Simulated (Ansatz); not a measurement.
# La on W(100): change of the work function, part 3 of 4

How does La on the hollow site change the work function of W(100) as the layer fills?

Ansatz 0.2.0; plane-wave DFT, PBE, Ansatz PAW.

So far, work function, upper face (eV): step 2 (the clean slab) 4.14; step 3 (46 atoms, coverage 0.111 ML, cell 3x3) 3.25.

## (4) Adsorbate added, k-mesh 6×6×1, coverage 0.25 ML

System of this step: LaW20 (La/W(100)). The cell holds 21 atoms: 20 W and 1 La. Its edges and angles: a = 6.320 Å, b = 6.320 Å, c = 27.309 Å, α = 90.0°, β = 90.0°, γ = 90.0°. Vacuum lies along c.

Another coverage, to see how the dipoles act on each other as their distance changes.

The input, input.yaml:

```yaml
crystal:
  lattice:
    - [6.32, 0.0, 0.0]
    - [0.0, 6.32, 0.0]
    - [0.0, 0.0, 27.3087014941]
  atoms:
    - { symbol: W, position: [0.0, 0.0, 0.3295652853] }
    - { symbol: W, position: [0.25, 0.25, 0.387422302] }
    - { symbol: W, position: [0.0, 0.0, 0.4452488734] }
    - { symbol: W, position: [0.25, 0.25, 0.5054720724] }
    - { symbol: W, position: [0.0, 0.0, 0.5578517286] }
    - { symbol: W, position: [0.0, 0.5, 0.3295652853] }
    - { symbol: W, position: [0.25, 0.75, 0.387422302] }
    - { symbol: W, position: [0.0, 0.5, 0.4452488734] }
    - { symbol: W, position: [0.25, 0.75, 0.5054720724] }
    - { symbol: W, position: [0.0, 0.5, 0.5578517286] }
    - { symbol: W, position: [0.5, 0.0, 0.3295652853] }
    - { symbol: W, position: [0.75, 0.25, 0.387422302] }
    - { symbol: W, position: [0.5, 0.0, 0.4452488734] }
    - { symbol: W, position: [0.75, 0.25, 0.5054720724] }
    - { symbol: W, position: [0.5, 0.0, 0.5578517286] }
    - { symbol: W, position: [0.5, 0.5, 0.3295652853] }
    - { symbol: W, position: [0.75, 0.75, 0.387422302] }
    - { symbol: W, position: [0.5, 0.5, 0.4452488734] }
    - { symbol: W, position: [0.75, 0.75, 0.5054720724] }
    - { symbol: W, position: [0.5, 0.5, 0.5578517286] }
    - { symbol: La, position: [0.25, 0.25, 0.6704347147] }
kpoints:
  mp_grid: { grid: [6, 6, 1] }
hamiltonian:
  xc: pbe
scf:
  occupations: { method: fermi_dirac, width: 0.1 }
  convergence: { dr2_threshold: 1.0e-08 }
efield:
  axis: 3
  dipole_correction: true
  ramp_position: 0.97
  ramp_width: 0.06
relax:
  f_tol: 0.02
  max_steps: 60
  constraints: [{ sites: [0, 1, 5, 6, 10, 11, 15, 16] }]
output:
  dos: { projected: true, e_range: [-8, 4] }
  write_potential: true
  write_density: true
  volumetric_format: npy
  elf: true
```

On the command line:

```sh
$ ansatz run input.yaml --threads 4 --pin off --max-ram 16384MiB --backend cpu --events-out ev --progress --plain --runs-dir out
```

Standard output:

```text
La: projections on atomic orbitals take those of the free atom [Kr 4d10] 4f0 5s2 5p6 5d1 6s2, of charge +0.00 (hamiltonian.pseudopotentials.projection_atoms); the dataset's partial waves leave at most 1.9e-5 of an orbital's norm unspanned inside its sphere
[...]
Crystal: 21 atoms, lattice volume = 1090.775 Å³
Basis set: ecut = 420 eV, 21375 PW (Γ), exchange–correlation on 90×90×384 points (8 copies of the dense FFT grid, shifted against one another)
Bands: 175, of which v1, the nominal top of the filled ones, is band 146 counted from 1 (145 counted from 0)
Symmetry: 8 space group operations
[...]
k-points: 10 of 36
[...]
SCF iter   1: F=—  HF=-213928.007357 eV  |F-HF|=—  |Δ(HF+E_count)|=         —  Δρ=6.15e-2  dr2=3.99e2  ethr=1.77e-3  p=0.788 e·Å  D=1.31e-1 V/Å  ΔV_dip=-3.57 eV  dr2_dipole=2.19e2  V_vac-E_F(+/−)=1.21/4.78 eV  ⟨swp⟩=10.7  Hψ=8917  notcnv=0
[...]
SCF iter  34: F=-213925.624142 eV  HF=-213925.624142 eV  |F-HF|=1.48e-9  |Δ(HF+E_count)|=   3.81e-9  Δρ=3.50e-7  dr2=2.60e-9  ethr=3.44e-12  p=0.406 e·Å  D=6.74e-2 V/Å  ΔV_dip=-1.84 eV  dr2_dipole=3.52e-11  V_vac-E_F(+/−)=2.41/4.25 eV  ⟨swp⟩=16.0  Hψ=13938  notcnv=0
SCF 1 converged in 34 iterations: F = -213925.624142 eV  dr2 = 2.60e-9
[...]
relax step   1: F+E_penalty+E_count = -213925.62414167 eV  Δ(F+E_penalty+E_count) = +0.000e0 eV  max|allowed force component| = 2.530e0 eV/Å  Δτ_max = 0.0000 Å  (34 SCF iters, accepted)
[...]
SCF iter  12: F=-213926.268513 eV  HF=-213926.268513 eV  |F-HF|=1.92e-9  |Δ(HF+E_count)|=   5.27e-9  Δρ=4.70e-7  dr2=4.29e-9  ethr=1.02e-12  p=0.426 e·Å  D=7.07e-2 V/Å  ΔV_dip=-1.93 eV  dr2_dipole=5.44e-10  V_vac-E_F(+/−)=2.31/4.24 eV  ⟨swp⟩=11.4  Hψ=12842  notcnv=0
SCF 2 converged in 12 iterations: F = -213926.268513 eV  dr2 = 4.29e-9
[...]
relax step   2: F+E_penalty+E_count = -213926.26851301 eV  Δ(F+E_penalty+E_count) = -6.444e-1 eV  max|allowed force component| = 2.604e0 eV/Å  Δτ_max = 0.1980 Å  (12 SCF iters, accepted)
[...]
SCF iter  10: F=-213926.798504 eV  HF=-213926.798504 eV  |F-HF|=3.93e-9  |Δ(HF+E_count)|=   3.32e-9  Δρ=3.84e-7  dr2=4.50e-9  ethr=1.00e-12  p=0.431 e·Å  D=7.15e-2 V/Å  ΔV_dip=-1.95 eV  dr2_dipole=7.20e-10  V_vac-E_F(+/−)=2.28/4.23 eV  ⟨swp⟩=11.8  Hψ=12742  notcnv=0
SCF 3 converged in 10 iterations: F = -213926.798504 eV  dr2 = 4.50e-9
relax step   3: F+E_penalty+E_count = -213926.79850360 eV  Δ(F+E_penalty+E_count) = -5.300e-1 eV  max|allowed force component| = 2.405e0 eV/Å  Δτ_max = 0.1951 Å  (10 SCF iters, accepted)
[...]
relax step   4: F+E_penalty+E_count = -213927.25289223 eV  Δ(F+E_penalty+E_count) = -4.544e-1 eV  max|allowed force component| = 1.930e0 eV/Å  Δτ_max = 0.1955 Å  (10 SCF iters, accepted)
[...]
relax step   5: F+E_penalty+E_count = -213927.59523708 eV  Δ(F+E_penalty+E_count) = -3.423e-1 eV  max|allowed force component| = 1.257e0 eV/Å  Δτ_max = 0.2000 Å  (9 SCF iters, accepted)
[...]
relax step   6: F+E_penalty+E_count = -213927.74183446 eV  Δ(F+E_penalty+E_count) = -1.466e-1 eV  max|allowed force component| = 3.401e-1 eV/Å  Δτ_max = 0.2000 Å  (10 SCF iters, accepted)
[...]
relax step   7: F+E_penalty+E_count = -213927.75690374 eV  Δ(F+E_penalty+E_count) = -1.507e-2 eV  max|allowed force component| = 1.591e-1 eV/Å  Δτ_max = 0.0311 Å  (9 SCF iters, accepted)
[...]
relax step   8: F+E_penalty+E_count = -213927.76362994 eV  Δ(F+E_penalty+E_count) = -6.726e-3 eV  max|allowed force component| = 9.877e-2 eV/Å  Δτ_max = 0.0362 Å  (10 SCF iters, accepted)
SCF iter   1: F=—  HF=-213927.765502 eV  |F-HF|=—  |Δ(HF+E_count)|=         —  Δρ=5.71e-4  dr2=2.11e-2  ethr=4.43e-5  p=0.363 e·Å  D=6.02e-2 V/Å  ΔV_dip=-1.64 eV  dr2_dipole=5.34e-3  V_vac-E_F(+/−)=2.59/4.23 eV  ⟨swp⟩=2.0  Hψ=2918  notcnv=0
[...]
SCF iter   8: F=-213927.765076 eV  HF=-213927.765076 eV  |F-HF|=3.11e-9  |Δ(HF+E_count)|=   2.78e-8  Δρ=2.83e-7  dr2=1.75e-9  ethr=3.44e-12  p=0.364 e·Å  D=6.04e-2 V/Å  ΔV_dip=-1.65 eV  dr2_dipole=4.00e-11  V_vac-E_F(+/−)=2.58/4.23 eV  ⟨swp⟩=11.8  Hψ=12948  notcnv=0
SCF 9 converged in 8 iterations: F = -213927.765076 eV  dr2 = 1.75e-9
[...]
relax step   9: F+E_penalty+E_count = -213927.76507551 eV  Δ(F+E_penalty+E_count) = -1.446e-3 eV  max|allowed force component| = 1.462e-2 eV/Å  Δτ_max = 0.0116 Å  (8 SCF iters, accepted)
[...]
SCF converged after 8 iterations
Free energy (F): -213927.765076 eV
[...]
Internal energy: -213926.986560 eV  (E = F + TS)
E sigma→0 (E₀):  -213927.375818 eV
Entropy (-TS):   -0.778515 eV (-37.072 meV/atom)
Fermi energy:    4.668348 eV
Dipole field:    D = 0.060349 V/Å  (p = 0.363782 e·Å, saw-weighted, corrected)
Work function:   Φ+ = 2.5821 eV   Φ− = 4.2301 eV
[...]
--- Forces (eV/Å), atoms counted from 1 ---
  atom   1  W      0.01764400     0.01764400     1.25069506
  atom   2  W     -0.00000000     0.00000000    -1.30223815
  atom   3  W      0.00145689     0.00145689    -0.00015970
  atom   4  W      0.00000000     0.00000000    -0.01461740
  atom   5  W     -0.00107372    -0.00107372     0.00330698
  atom   6  W      0.01764400    -0.01764400     1.25069506
  atom   7  W      0.00000000     0.00000000    -1.19705343
  atom   8  W      0.00145689    -0.00145689    -0.00015970
  atom   9  W     -0.00000000     0.00000000     0.00069123
  atom  10  W     -0.00107372     0.00107372     0.00330698
  atom  11  W     -0.01764400     0.01764400     1.25069506
  atom  12  W     -0.00000000     0.00000000    -1.19705343
  atom  13  W     -0.00145689     0.00145689    -0.00015970
  atom  14  W      0.00000000     0.00000000     0.00069123
  atom  15  W      0.00107372    -0.00107372     0.00330698
  atom  16  W     -0.01764400    -0.01764400     1.25069506
  atom  17  W      0.00000000     0.00000000    -1.30526650
  atom  18  W     -0.00145689    -0.00145689    -0.00015970
  atom  19  W     -0.00000000     0.00000000    -0.00081274
  atom  20  W      0.00107372     0.00107372     0.00330698
  atom  21  La    -0.00000000     0.00000000     0.00029890
  max |Σ_I F_I| component: 9.06e-6 eV/Å
--- Band table (eV; the first three rows and the last of 10) ---
  k-point 0: bands = [... 142 lower, 4.6338, 4.6666, 4.7525, 4.7865, 4.8205, 4.8205, 5.0720, 5.5352, ... 25 higher]
  k-point 1: bands = [... 142 lower, 4.5995, 4.7157, 4.7457, 4.7955, 4.7999, 5.2097, 5.2960, 5.3566, ... 25 higher]
  k-point 2: bands = [... 142 lower, 4.5487, 4.5899, 4.7101, 4.9107, 4.9732, 4.9799, 5.0366, 5.1251, ... 25 higher]
  k-point 9: bands = [... 142 lower, 4.3885, 4.3885, 4.4094, 4.4550, 4.4559, 4.4559, 4.4581, 4.5706, ... 25 higher]
--- Relaxed structure (9 steps of the walk, 9 accepted, 0 SCFs on fresh bases) ---
  F+E_penalty+E_count = -213927.76507551 eV   max|allowed force component| = 1.462e-2 eV/Å
  atoms:
    - { symbol: W, position: [0.0, 0.0, 0.329565] }
    - { symbol: W, position: [0.250000, 0.250000, 0.387422] }
    - { symbol: W, position: [0.00074741, 0.00074741, 0.445387] }
    - { symbol: W, position: [0.250000, 0.250000, 0.506596] }
    - { symbol: W, position: [-0.00865502, -0.00865502, 0.559153] }
    - { symbol: W, position: [0.0, 0.500000, 0.329565] }
    - { symbol: W, position: [0.250000, 0.750000, 0.387422] }
    - { symbol: W, position: [0.00074741, 0.499253, 0.445387] }
    - { symbol: W, position: [0.250000, 0.750000, 0.505148] }
    - { symbol: W, position: [-0.00865502, 0.508655, 0.559153] }
    - { symbol: W, position: [0.500000, 0.0, 0.329565] }
    - { symbol: W, position: [0.750000, 0.250000, 0.387422] }
    - { symbol: W, position: [0.499253, 0.00074741, 0.445387] }
    - { symbol: W, position: [0.750000, 0.250000, 0.505148] }
    - { symbol: W, position: [0.508655, -0.00865502, 0.559153] }
    - { symbol: W, position: [0.500000, 0.500000, 0.329565] }
    - { symbol: W, position: [0.750000, 0.750000, 0.387422] }
    - { symbol: W, position: [0.499253, 0.499253, 0.445387] }
    - { symbol: W, position: [0.750000, 0.750000, 0.503983] }
    - { symbol: W, position: [0.508655, 0.508655, 0.559153] }
    - { symbol: La, position: [0.250000, 0.250000, 0.632127] }
```

Run time: 5.3 min. Hardware: 4 threads of Intel Xeon 6975P-C (Granite Rapids), shared host; peak memory 4.7 GiB; 20 min of CPU time.

Step by step:

```csv
step,energy less that of the first step (eV),largest force component (eV/Å)
1,0.0000,2.5298
2,-0.6444,2.6037
3,-1.1744,2.4052
4,-1.6288,1.9304
5,-1.9711,1.2565
6,-2.1177,0.3401
7,-2.1328,0.1591
8,-2.1395,0.0988
9,-2.1409,0.0146
```

Forces are held to the 8 operations that the program found; a distortion that breaks them can't arise in this run.

The atoms that moved most (Å):

```
atom      dx      dy      dz  length
La21   0.000   0.000  -1.046   1.046
 W20   0.055   0.055   0.036   0.085
 W15   0.055  -0.055   0.036   0.085
 W10  -0.055   0.055   0.036   0.085
  W5  -0.055  -0.055   0.036   0.085
 W19   0.000   0.000  -0.041   0.041
  W4   0.000   0.000   0.031   0.031
  W9   0.000   0.000  -0.009   0.009
```

Final coordinates:

```cif
data_structure
_symmetry_space_group_name_H-M 'P 1'
_symmetry_Int_Tables_number 1
_cell_length_a 6.3200
_cell_length_b 6.3200
_cell_length_c 27.3087
_cell_angle_alpha 90.000
_cell_angle_beta 90.000
_cell_angle_gamma 90.000
_cell_volume 1090.78
loop_
_atom_site_label
_atom_site_type_symbol
_atom_site_fract_x
_atom_site_fract_y
_atom_site_fract_z
_atom_site_occupancy
W1 W 0.00000 0.00000 0.32957 1
W2 W 0.25000 0.25000 0.38742 1
W3 W 0.00075 0.00075 0.44539 1
W4 W 0.25000 0.25000 0.50660 1
W5 W 0.99134 0.99134 0.55915 1
W6 W 0.00000 0.50000 0.32957 1
W7 W 0.25000 0.75000 0.38742 1
W8 W 0.00075 0.49925 0.44539 1
W9 W 0.25000 0.75000 0.50515 1
W10 W 0.99134 0.50866 0.55915 1
W11 W 0.50000 0.00000 0.32957 1
W12 W 0.75000 0.25000 0.38742 1
W13 W 0.49925 0.00075 0.44539 1
W14 W 0.75000 0.25000 0.50515 1
W15 W 0.50866 0.99134 0.55915 1
W16 W 0.50000 0.50000 0.32957 1
W17 W 0.75000 0.75000 0.38742 1
W18 W 0.49925 0.49925 0.44539 1
W19 W 0.75000 0.75000 0.50398 1
W20 W 0.50866 0.50866 0.55915 1
La21 La 0.25000 0.25000 0.63213 1
```

Numbers from this step:

```
energy at zero smearing        : -213927.3758 eV
work function, upper face      : 2.582 eV
work function, lower face      : 4.230 eV
dipole along the normal        : 0.3638 e·Å
step between the vacuum levels : -1.648 eV
```

The density of states has structure finer than the step of the table below, so its rows give means over 0.25 eV. Peaks (eV: height): -3.940: 42.6, -3.010: 44.8, -2.500: 49.3, -2.380: 37.6, -2.260: 39.3, 1.260: 37.1, 1.650: 38.9.

The density of states by energy, zero at the Fermi level; means over each step:

energy (eV), density of states (states/eV a cell) and a bar:
```
    -7.75        1.3 
    -7.50        1.3 
    -7.25        1.4 
    -7.00        1.7 
    -6.75        4.2 ###
    -6.50        2.5 #
    -6.25        4.4 ###
    -6.00        6.2 #####
    -5.75        6.7 #####
    -5.50       10.7 #########
    -5.25       12.4 ###########
    -5.00       15.4 ##############
    -4.75       13.5 ############
    -4.50       13.9 ############
    -4.25       20.1 ##################
    -4.00       32.4 ##############################
    -3.75       14.6 #############
    -3.50       12.7 ###########
    -3.25       11.8 ##########
    -3.00       31.3 #############################
    -2.75       28.9 ###########################
    -2.50       27.5 #########################
    -2.25       30.2 ############################
    -2.00       20.0 ##################
    -1.75       26.2 ########################
    -1.50       22.4 ####################
    -1.25       19.3 #################
    -1.00       15.5 ##############
    -0.75       21.2 ###################
    -0.50       23.7 ######################
    -0.25       25.6 #######################
     0.00       23.7 ######################
     0.25       19.0 #################
     0.50       16.2 ##############
     0.75       19.0 #################
     1.00       22.0 ####################
     1.25       27.8 ##########################
     1.50       23.8 ######################
```

Projected DOS per atom over height of the atomic layer and energy from the Fermi level. Layers: W4 W4 W4 W4 W4 La from below.

Ten even steps from '_' (0.0 states/eV) to '@' (6.1 states/eV), each cell a mean:
```
::........@@
::........--
..__..__..::
::______..--
--______::--
::..__..::::
....__......
::......::..
::......::__
::::::::::__
..::::--..__
__..__..____
..::..::..__
..........__
__......____
__......____
____..______
____________
____________
____________
____________
____________
```
Columns: height of the atomic layer (Å) from 9 to 17.3 (not evenly spaced); rows upwards: energy from the Fermi level (eV) from -7.96 to 1.75.

ELF in the ca plane at fractional y = 0.250, with atoms of W and La within 0.2 Å of it. It is the smooth field of the valence electrons, not physical close to the nuclei.

Ten even steps from '0' (0.00) to '9' (0.83), each cell a mean:
```
44555322455555323455455421000000000000000000
44553233345553333345444432100000000000000000
45533677634533677534443322100000000000000000
44423734732424735722432221100000000000000000
44423734732424735722432221100000000000000000
45543677634533677534443332100000000000000000
44554233345553333345444432100000000000000000
44555322455555323455455421000000000000000000
44455434555455434555554322111000000000000000
44554212355554212345543467753100000000000000
44543455434543455435533799996210000000000000
34433766733423766733325964797310000000000000
34423723732424723732326830498310000000000000
34433766733423766733425964797310000000000000
44543455435543455435533799995210000000000000
44554212355554212345543357752100000000000000
44455434555455434555554322111000000000000000
```
Columns run along c (16.0 Å, from fractional 0.30 to 0.89 of the cell), rows up along a (6.3 Å). Atoms in or near the plane, at fractional coordinates: W at (0.39, 0.25), W at (0.51, 0.25), W at (0.39, 0.75), W at (0.51, 0.75), La at (0.63, 0.25).

Electrostatic potential energy in the ca plane at fractional y = 0.250, with atoms of W and La within 0.2 Å of it. With pseudopotentials it is smooth inside the atoms' cores, unlike the true potential.

Values in eV, 9 rows by 16 columns, each cell a mean:
```
  6   4  -6   3   5  -4   2   7   8   7   7   7   8   8   8   8
  8  -9 -48 -11  -1 -45 -22   8   9   9   8   8   8   8   8   8
  8 -12 -54 -14  -2 -50 -26   8   9   9   8   8   8   8   8   8
  6   2 -14   1   4 -12  -2   7   8   8   7   7   8   8   8   8
  5   5   3   5   5   4   5   6   5   2   5   7   7   8   8   8
  7  -1 -27  -2   3 -23 -10   6 -13 -26   0   6   7   8   8   8
  8 -14 -56 -16  -2 -52 -32   4 -28 -29  -7   6   7   8   8   8
  8  -4 -38  -6   2 -33 -16   5 -19 -32  -2   6   7   8   8   8
  6   5   1   4   5   2   4   6   2  -2   4   7   7   8   8   8
```
Columns run along c (16.0 Å, from fractional 0.30 to 0.89 of the cell; values clipped at the 3rd and 97th percentile), rows up along a (6.3 Å). Atoms in or near the plane, at fractional coordinates: W at (0.39, 0.25), W at (0.51, 0.25), W at (0.39, 0.75), W at (0.51, 0.75), La at (0.63, 0.25).

Valence density in the ca plane at fractional y = 0.250, with atoms of W and La within 0.2 Å of it. It is the smooth field of the valence electrons, not physical close to the nuclei.

Ten even steps from '0' (0.0 e/Å³) to '9' (5.0 e/Å³), each cell a mean:
```
00000000000000000000000000000000000000000000
00000111100000111100000000000000000000000000
00001477310001477300000000000000000000000000
00002899610002899510000000000000000000000000
00002799610002899510000000000000000000000000
00001476310001476300000000000000000000000000
00000111100000111100000000000000000000000000
00000000000000000000000000000000000000000000
00000000000000000000000000000000000000000000
00000000000000000000000001000000000000000000
00000244200001244200000122210000000000000000
00001699510001699510001233320000000000000000
00002899710002899710001232320000000000000000
00001699510001699510001233320000000000000000
00000243200000243100000122210000000000000000
00000000000000000000000001000000000000000000
00000000000000000000000000000000000000000000
```
Columns run along c (16.0 Å, from fractional 0.30 to 0.89 of the cell), rows up along a (6.3 Å). Atoms in or near the plane, at fractional coordinates: W at (0.39, 0.25), W at (0.51, 0.25), W at (0.39, 0.75), W at (0.51, 0.75), La at (0.63, 0.25).

The relaxation took 9 steps and lowered the energy by 2.1 eV; the largest force on the free atoms ends at 0.015 eV/Å.

By hand: a sheet of dipoles makes a step −p/(ε₀A) in the electron's potential. With e/ε₀ = 180.95 V·Å, p = 0.3638 e·Å and A = 39.94 Å², that is −180.95 × (0.3638) / 39.94 = -1.648 eV, and the two vacuum levels of the run differ by -1.648 eV.

The covered face has 2.58 eV, -1.56 eV against the clean one; the bare back face has moved by -0.02 eV, a measure of how thin the slab is.

(Part 3 of 4 ends here.)

[Long decimals in the printed logs are rounded to 6 places.]

[Logs are printed without paths, hosts, clocks, repeated set-up lines and the standing remarks that a program may print on its own settings, such as how far it seeks lower states.]

[Hosts, paths, dates, database ids (printed as entryN), source tags and the programs' standing remarks are cut or masked in the printed files.]

[Maps of the electrostatic potential energy from Ansatz leave out the sawtooth potential of an applied field or a dipole correction, so their vacuum need not be flat; planar profiles and work functions include it.]

[The density of states shown here was stored with 400 of the rows of the run's finer table, so its peaks can read low, often by over a quarter, or be missed, and its means over a window can be off by a tenth or more.]
